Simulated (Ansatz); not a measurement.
# Cu(111) with 4 thermally displaced layers, 2x2: scattering by thermal displacements

Aim: the resistivity of Cu at 800 K from frozen thermal displacements between perfect leads.

Main program and level: Ansatz 0.2.0; Ansatz plane-wave DFT, PBE, PAW files; ballistic transport by layer matching (Landauer), zero bias; PAW set soft_1.

### Step 1. Set-up

The cell holds 40 atoms: 40 Cu. Its edges and angles: a = 5.112 Å, b = 5.112 Å, c = 20.923 Å, α = 93.5°, β = 86.5°, γ = 120.0°. It derives from Cu. Regions: lead, 24 atoms (24 Cu); scattering region, 16 atoms (16 Cu). The structure is stacked along c, and the current runs across the ab planes.

### Step 2. With 4 displaced layers

Each atom of 4 layers is moved at random, by amounts drawn from a normal law 0.1251 Å wide in each direction from the Debye model (343 K) at 800 K. The layers about the cell's end stay perfect and serve as the lead. Disorder leaves little or no symmetry, which makes such runs dear. Energies from -0.05 to 0.05 eV in steps of 0.05 eV are too few for the program's thermal sum, so it prints no conductance; for a metal the transmission near the Fermi level serves, at a fraction of the cost.

Input file input.yaml:

```yaml
crystal:
  lattice:
    - [5.1123254594, 0.0, 0.0]
    - [-2.5561627297, 4.4274037203, 0.0]
    - [1.2780813649, -0.73790062, 20.8709812911]
  atoms:
    - { symbol: Cu, position: [0.9916666667, 0.0083333333, 0.05] }
    - { symbol: Cu, position: [0.9916666667, 0.5083333333, 0.05] }
    - { symbol: Cu, position: [0.4916666667, 0.0083333333, 0.05] }
    - { symbol: Cu, position: [0.4916666667, 0.5083333333, 0.05] }
    - { symbol: Cu, position: [0.1416666667, 0.3583333333, 0.15] }
    - { symbol: Cu, position: [0.1416666667, 0.8583333333, 0.15] }
    - { symbol: Cu, position: [0.6416666667, 0.3583333333, 0.15] }
    - { symbol: Cu, position: [0.6416666667, 0.8583333333, 0.15] }
    - { symbol: Cu, position: [0.2916666667, 0.2083333333, 0.25] }
    - { symbol: Cu, position: [0.2916666667, 0.7083333333, 0.25] }
    - { symbol: Cu, position: [0.7916666667, 0.2083333333, 0.25] }
    - { symbol: Cu, position: [0.7916666667, 0.7083333333, 0.25] }
    - { symbol: Cu, position: [0.9422372046, 0.0552402122, 0.3538388797] }
    - { symbol: Cu, position: [0.9363041876, 0.5435579829, 0.3521675059] }
    - { symbol: Cu, position: [0.4876616899, 0.0843922738, 0.3457816063] }
    - { symbol: Cu, position: [0.4018524596, 0.5407625302, 0.3502477199] }
    - { symbol: Cu, position: [0.0329229548, 0.4009061335, 0.4425316474] }
    - { symbol: Cu, position: [0.0663732588, 0.8926380131, 0.4481040049] }
    - { symbol: Cu, position: [0.6165976697, 0.4376635948, 0.4492295258] }
    - { symbol: Cu, position: [0.6153567029, 0.8898878647, 0.4521070536] }
    - { symbol: Cu, position: [0.26584708, 0.2602470807, 0.5455432492] }
    - { symbol: Cu, position: [0.2124235341, 0.7456191963, 0.5513199136] }
    - { symbol: Cu, position: [0.7141634032, 0.2522635107, 0.549045559] }
    - { symbol: Cu, position: [0.7575798334, 0.7647540676, 0.5521302074] }
    - { symbol: Cu, position: [0.873051942, 0.105454024, 0.654699377] }
    - { symbol: Cu, position: [0.9089118853, 0.5742679508, 0.6590748995] }
    - { symbol: Cu, position: [0.4353770725, 0.1306753335, 0.651585224] }
    - { symbol: Cu, position: [0.4026259895, 0.6514915392, 0.6617503586] }
    - { symbol: Cu, position: [0.0416666667, 0.4583333333, 0.75] }
    - { symbol: Cu, position: [0.0416666667, 0.9583333333, 0.75] }
    - { symbol: Cu, position: [0.5416666667, 0.4583333333, 0.75] }
    - { symbol: Cu, position: [0.5416666667, 0.9583333333, 0.75] }
    - { symbol: Cu, position: [0.1916666667, 0.3083333333, 0.85] }
    - { symbol: Cu, position: [0.1916666667, 0.8083333333, 0.85] }
    - { symbol: Cu, position: [0.6916666667, 0.3083333333, 0.85] }
    - { symbol: Cu, position: [0.6916666667, 0.8083333333, 0.85] }
    - { symbol: Cu, position: [0.8416666667, 0.1583333333, 0.95] }
    - { symbol: Cu, position: [0.8416666667, 0.6583333333, 0.95] }
    - { symbol: Cu, position: [0.3416666667, 0.1583333333, 0.95] }
    - { symbol: Cu, position: [0.3416666667, 0.6583333333, 0.95] }
kpoints:
  mp_grid: { grid: [5, 5, 1] }
hamiltonian:
  xc: pbe
  pseudopotentials: { kind: paw, azcp: { folder: soft_1 } }
scf:
  occupations: { method: fermi_dirac, width: 0.1 }
output:
  transmission:
    leads: [[0, 4]]
    kmesh: [10, 10]
    e_range: [-0.05, 0.05]
    de: 0.05
  write_potential: true
  write_density: true
  volumetric_format: npy
  elf: true
```

Launch:

```
$ ansatz run input.yaml --threads 4 --pin off --max-ram 15360MiB --backend cpu --events-out ev --progress --plain --runs-dir out
```

Numbers of over 12 decimals in the logs are rounded to 6 here.

Output:

```text
Engine: ansatz 0.2.0, aarch64-unknown-linux-gnu
Pseudopotentials: kind: paw
Pseudopotential: Cu, paw, valence charge 19, recommended cutoff 420 eV (normal), soft_1/Cu.paw.azcp
Functional definition: PBE
  parameter kappa = 0.804
  parameter beta = 0.066725
  exchange = pbe_x(kappa = kappa, mu = beta*pi^2/3)
  correlation = pbe_c(beta = beta)
Crystal: 40 atoms, lattice volume = 472.401 Å³
Basis set: ecut = 420 eV, 9295 PW (Γ)
Bands: 456, of which v1, the nominal top of the filled ones, is band 380 counted from 1 (379 counted from 0)
Symmetry: 1 space group operations
Space group: P1 (ITA 1), of the structure as read, at distance tolerance 7.8e-5 Å
k-points: 13 of 25 (time reversal used)
Non-local potential: Cu, projectors of the file, l = 0: 3, l = 1: 2, l = 2: 3, l = 3: 1
PAW form: soft (Blöchl's): semilocal exchange-correlation on the pseudo side does not see the compensation charge
PAW one-centre angular grid: Cu, 590 points (default); XC on 64 Gauss nodes
Initial density: superposition of atomic densities (chi_scale 0.1, normalization cell)
Initial wavefunctions: pseudopotential atomic-orbital guess
Functional: x = pbe(κ = 0.804, μ = 0.219515), c = pbe(β = 0.066725)
SCF iter   1: F=—  HF=-265040.847271 eV  |F-HF|=—  |Δ(HF+E_count)|=         —  Δρ=2.65e-1  dr2=1.99e2  ethr=3.10e-3  ⟨swp⟩=4.8  Hψ=17979  notcnv=0  defer=23
preconditioner: auto → Kerker (q_TF=auto, 2.953 Å⁻¹)  [metal: Δε(μ)=0.007 eV  Ē_g=9.145 eV  σ=0.100 eV  W_gap=0.02  n_scr=218 (ndim 8)  ℏωp=35.8 eV  f_vac=0.000  D(μ)=22.66/eV (n_scr^D=212)]
SCF iter   2: F=—  HF=-265010.902763 eV  |F-HF|=—  |Δ(HF+E_count)|=    2.99e1  Δρ=7.24e-2  dr2=1.95e1  ethr=3.10e-3  ⟨swp⟩=2.0  Hψ=11386  notcnv=0  defer=690
SCF iter   3: F=—  HF=-265005.595988 eV  |F-HF|=—  |Δ(HF+E_count)|=    5.31e0  Δρ=4.42e-2  dr2=7.40e0  ethr=2.56e-3  ⟨swp⟩=2.0  Hψ=7042  notcnv=0  defer=702
SCF iter   4: F=—  HF=-265004.239708 eV  |F-HF|=—  |Δ(HF+E_count)|=    1.36e0  Δρ=8.82e-3  dr2=2.41e-1  ethr=9.73e-4  ⟨swp⟩=2.0  Hψ=8207  notcnv=0  defer=702
SCF iter   5: F=—  HF=-265004.594740 eV  |F-HF|=—  |Δ(HF+E_count)|=   3.55e-1  Δρ=5.47e-3  dr2=1.24e-1  ethr=3.17e-5  ⟨swp⟩=2.0  Hψ=9952  notcnv=0  defer=716
SCF iter   6: F=—  HF=-265004.574805 eV  |F-HF|=—  |Δ(HF+E_count)|=   1.99e-2  Δρ=1.06e-3  dr2=4.88e-3  ethr=1.63e-5  ⟨swp⟩=2.2  Hψ=7845  notcnv=0  defer=716
SCF iter   7: F=—  HF=-265004.583682 eV  |F-HF|=—  |Δ(HF+E_count)|=   8.88e-3  Δρ=2.91e-4  dr2=5.21e-4  ethr=6.42e-7  ⟨swp⟩=2.0  Hψ=10148  notcnv=0  defer=716
SCF iter   8: F=—  HF=-265004.583682 eV  |F-HF|=—  |Δ(HF+E_count)|=   3.10e-7  Δρ=1.39e-4  dr2=7.46e-5  ethr=6.86e-8  ⟨swp⟩=2.2  Hψ=7989  notcnv=0  defer=716
SCF iter   9: F=—  HF=-265004.583642 eV  |F-HF|=—  |Δ(HF+E_count)|=   3.98e-5  Δρ=1.06e-4  dr2=4.97e-5  ethr=9.82e-9  ⟨swp⟩=2.0  Hψ=10107  notcnv=0  defer=716
SCF iter  10: F=—  HF=-265004.583635 eV  |F-HF|=—  |Δ(HF+E_count)|=   6.83e-6  Δρ=2.27e-5  dr2=4.80e-6  ethr=6.54e-9  ⟨swp⟩=2.0  Hψ=10099  notcnv=0  defer=716
SCF iter  11: F=—  HF=-265004.583636 eV  |F-HF|=—  |Δ(HF+E_count)|=   3.37e-7  Δρ=5.95e-6  dr2=4.89e-7  ethr=6.31e-10  ⟨swp⟩=2.1  Hψ=7876  notcnv=0  defer=716
SCF iter  12: F=—  HF=-265004.583636 eV  |F-HF|=—  |Δ(HF+E_count)|=   6.17e-9  Δρ=6.78e-6  dr2=2.12e-7  ethr=1.32e-11  ⟨swp⟩=7.2  Hψ=20624  notcnv=0
SCF iter  13: F=—  HF=-265004.583636 eV  |F-HF|=—  |Δ(HF+E_count)|=  2.91e-10  Δρ=2.85e-6  dr2=4.38e-8  ethr=1.32e-11  ⟨swp⟩=2.0  Hψ=10934  notcnv=0
SCF iter  14: F=-265004.583636 eV  HF=-265004.583636 eV  |F-HF|=1.94e-8  |Δ(HF+E_count)|=   1.15e-8  Δρ=1.73e-6  dr2=2.21e-8  ethr=5.77e-12  ⟨swp⟩=2.0  Hψ=10932  notcnv=0
SCF 1 converged in 14 iterations: F = -265004.583636 eV  dr2 = 2.21e-8
  greatest PAW one-centre occupation: 1.000 electrons in one spin orbital (limit 2), on the Cu atom at site 20 (counted from 0), in its partial waves of l = 0
transmission: 165 of 1612 steps passed
transmission: 324 of 1612 steps passed
[...]
transmission: 1612 of 1612 steps passed
SCF converged after 14 iterations
Free energy (F): -265004.583636 eV
Harris-Foulkes:  -265004.583636 eV  (|F-HF|=1.94e-8)
Internal energy: -265004.083754 eV  (E = F + TS)
E sigma→0 (E₀):  -265004.333695 eV
Entropy (-TS):   -0.499882 eV (-12.497 meV/atom)
Fermi energy:    16.345033 eV
--- Per-component energies (eV) ---
  E_band       = -14707.245859
  E_kinetic    = 10484.791491
  E_local      = -181689.171498  (includes V_loc(G=0)·N_el)
  E_nonlocal   = 35598.069081
  E_hartree    = 77064.605409
  E_xc         = -2764.064118
  E_vxc        = -3569.343073  (∫ρ·V_xc dr)
  E_paw        = -72602.214109  (= ΣΔE_a)
  E_vpaw       = -29660.820106  (= ΣTr[D̂ρ^β])
  E_aug_tail   = 0.040073  (compensation charges beyond the density's cutoff)
  E_ewald      = -131096.140083
  E_smearing   = -0.499882  (= −TS)
  E_closure    = -0.000000  (closes the sum)
  Σ components = -265004.583636   (vs F -265004.583636, Δ=0.00e0)
--- Band table (eV; the first three rows and the last of 13) ---
  k-point 0: bands = [... 376 lower, 16.2919, 16.6401, 16.6729, 16.7063, 16.7522, 17.0053, 17.0676, 17.2274, ... 72 higher]
  k-point 1: bands = [... 376 lower, 15.9995, 16.0686, 16.1233, 16.2796, 16.3754, 16.4585, 16.4988, 16.5716, ... 72 higher]
  k-point 2: bands = [... 376 lower, 16.1177, 16.1281, 16.1835, 16.2444, 16.2989, 16.3796, 16.5278, 16.6705, ... 72 higher]
  k-point 12: bands = [... 376 lower, 15.3507, 15.9902, 16.1021, 16.2882, 16.3588, 16.6385, 16.8467, 17.6152, ... 72 higher]
--- Transmission ---
  basis      : 199 plane waves across, 31 finite elements along
  points     : 52, standing for a mesh of 10 x 10
  energies   : 3 from -0.050000 to 0.050000 eV about the Fermi level, 0.050000 eV apart; the leads are filled to 0.000000 eV, and channels, transmission and decay are at 0.000000 eV
  crystal 0  : Cu4, at the sites [0, 4], period 2.0871 Å, over 12.52 Å; its Hamiltonian steps by up to 7.0 meV
    offset         : up to 0.0000 Å between an atom of the period and one for which it stands
    channels       : 3.210000e0 a spin
    conductance    : none, the energies end too early or step too widely for 300 K: set another output.transmission.e_range or a lower de, or, where they end at an eighth of basis.ecutwfc, a higher one
  junction   : crystal 0 to crystal 0, 0.70 to 19.48 Å
    transmission   : 3.009860e0 a spin
    conductance    : none, the energies end too early or step too widely for 300 K: set another output.transmission.e_range or a lower de, or, where they end at an eighth of basis.ecutwfc, a higher one
```

The job ended after 9 min (4 threads of Arm Neoverse V1, shared host; peak memory 4.9 GiB).

Numbers from this step:

```
free energy                                    : -265004.5836 eV
energy at zero smearing                        : -265004.3337 eV
Fermi energy                                   : 16.35 eV
cell area                                      : 22.63 Å²
transmission per spin nearest the Fermi level  : 3.010
open channels per spin nearest the Fermi level : 3.21
step of the lead's potential                   : 7 meV
```

Per spin. Table of transmission, zone mean by energy, zero at the Fermi level:

```
energy (eV)  transmission, zone mean
    -0.0500                     2.99
     0.0000                     3.01
     0.0500                     3.02
```

Per spin. The open channels, zone mean, lead stays at 3.21 for energy from -0.05 to 0.05 eV.

Transmission over k1 and k2. At 0.0000 eV from the Fermi level.

Ten even steps from '0' (2.39) to '9' (3.61):
```
4844484444
4484474444
4448084444
4441210444
9999131999
4444012144
4444480844
4444474484
4444484448
8444484444
```
Columns: k1 (b1) from -0.5 to 0.4; rows upwards: k2 (b2) from -0.5 to 0.4.

Open channels over k1 and k2. At 0.0000 eV from the Fermi level.

Ten even steps from '0' (3.00) to '9' (4.00):
```
0900090000
0090090000
0009090000
0000000000
9999000999
0000000000
0000090900
0000090090
0000090009
9000090000
```
Columns: k1 (b1) from -0.5 to 0.4; rows upwards: k2 (b2) from -0.5 to 0.4.

ELF in the cb plane at fractional x = 0.033, with atoms of Cu within 0.2 Å of it. It is the smooth field of the valence electrons, not physical close to the nuclei.

Values, 8 rows by 16 columns, each cell a mean:
```
0.17 0.18 0.23 0.23 0.19 0.21 0.22 0.29 0.25 0.24 0.22 0.23 0.19 0.40 0.20 0.23
0.16 0.17 0.22 0.21 0.20 0.22 0.19 0.21 0.23 0.21 0.21 0.17 0.20 0.17 0.20 0.16
0.18 0.19 0.23 0.24 0.16 0.17 0.23 0.21 0.20 0.17 0.19 0.15 0.21 0.20 0.21 0.16
0.25 0.23 0.22 0.23 0.17 0.18 0.20 0.17 0.21 0.18 0.20 0.17 0.20 0.23 0.20 0.22
0.17 0.18 0.23 0.22 0.20 0.23 0.30 0.29 0.24 0.24 0.23 0.24 0.21 0.40 0.20 0.23
0.16 0.17 0.22 0.21 0.22 0.23 0.19 0.17 0.22 0.20 0.19 0.17 0.20 0.17 0.20 0.16
0.18 0.19 0.23 0.23 0.17 0.17 0.22 0.21 0.19 0.17 0.18 0.15 0.21 0.19 0.21 0.16
0.25 0.23 0.22 0.23 0.17 0.18 0.20 0.17 0.22 0.22 0.20 0.17 0.19 0.24 0.20 0.22
```
Columns run along c (16.0 Å, from fractional 0.12 to 0.88 of the cell), rows up along b (5.1 Å). Atoms in or near the plane, at fractional coordinates: Cu at (0.44, 0.40), Cu at (0.45, 0.89), Cu at (0.75, 0.46), Cu at (0.75, 0.96).

Electrostatic potential energy in the cb plane at fractional x = 0.033, with atoms of Cu within 0.2 Å of it. With pseudopotentials it is smooth inside the atoms' cores, unlike the true potential.

Ten even steps from '0' (-43 eV) to '9' (19 eV), each cell a mean:
```
98789999999987789620159999999999997200279999
74248999999999999500049999999999998411489988
62137999999999999620269999999998899766899866
74358999999987689865689987899975689999999755
97789999999962258999999976799852379988999866
99999999999840048988899987899853478754799989
99999999999852368742589999999976788300389999
98789999999987788400169999999999997200279999
74248999999999998300169999999999998411489988
62137999999999999521489999999988899766899866
74358999999986679877899999999865799999999755
97789999999952148999999999999865699988999866
99999999999840038999999999999977899754799989
99999999999963368875689999999999998300389999
```
Columns run along c (16.0 Å, from fractional 0.12 to 0.88 of the cell; values clipped at the 3rd and 97th percentile), rows up along b (5.1 Å). Atoms in or near the plane, at fractional coordinates: Cu at (0.44, 0.40), Cu at (0.45, 0.89), Cu at (0.75, 0.46), Cu at (0.75, 0.96).

Valence density in the cb plane at fractional x = 0.033, with atoms of Cu within 0.2 Å of it. It is the smooth field of the valence electrons, not physical close to the nuclei.

Ten steps, logarithmic in the rise over the least value, from '0' (0 e/Å³) to '9' (46 e/Å³), each cell a mean:
```
01110000000001100268620000000000001699510000
13431000000000000379830000000000001477310000
25641000000000000257620000000000000122100122
13431000000012210123200011100013210000000132
01110000000024520000000012100134410000000122
00000000000136631011100011100134311133200000
00000000000025421145310000000012111488410000
01110000000011111489620000000000001699510000
13431000000000001499620000000000001477310000
25641000000000001256410000000001100122100122
13431000000012210112100000000022100000000132
01110000000025531000000000000023200000000122
00000000000036741000000000000011100133200000
00000000000024420023210000000000001488410000
```
Columns run along c (16.0 Å, from fractional 0.12 to 0.88 of the cell), rows up along b (5.1 Å). Atoms in or near the plane, at fractional coordinates: Cu at (0.44, 0.40), Cu at (0.45, 0.89), Cu at (0.75, 0.46), Cu at (0.75, 0.96).

Over the solved energies the transmission per spin lies between 2.99 and 3.02, out of 3.21 channels of the lead on average (up to 3.21).

[end of part 1 of 2]

[Logs are printed without paths, hosts, clocks, repeated set-up lines and the standing remarks that a program may print on its own settings, such as how far it seeks lower states.]

[Hosts, paths, dates, database ids (printed as entryN), source tags and the programs' standing remarks are cut or masked in the printed files.]
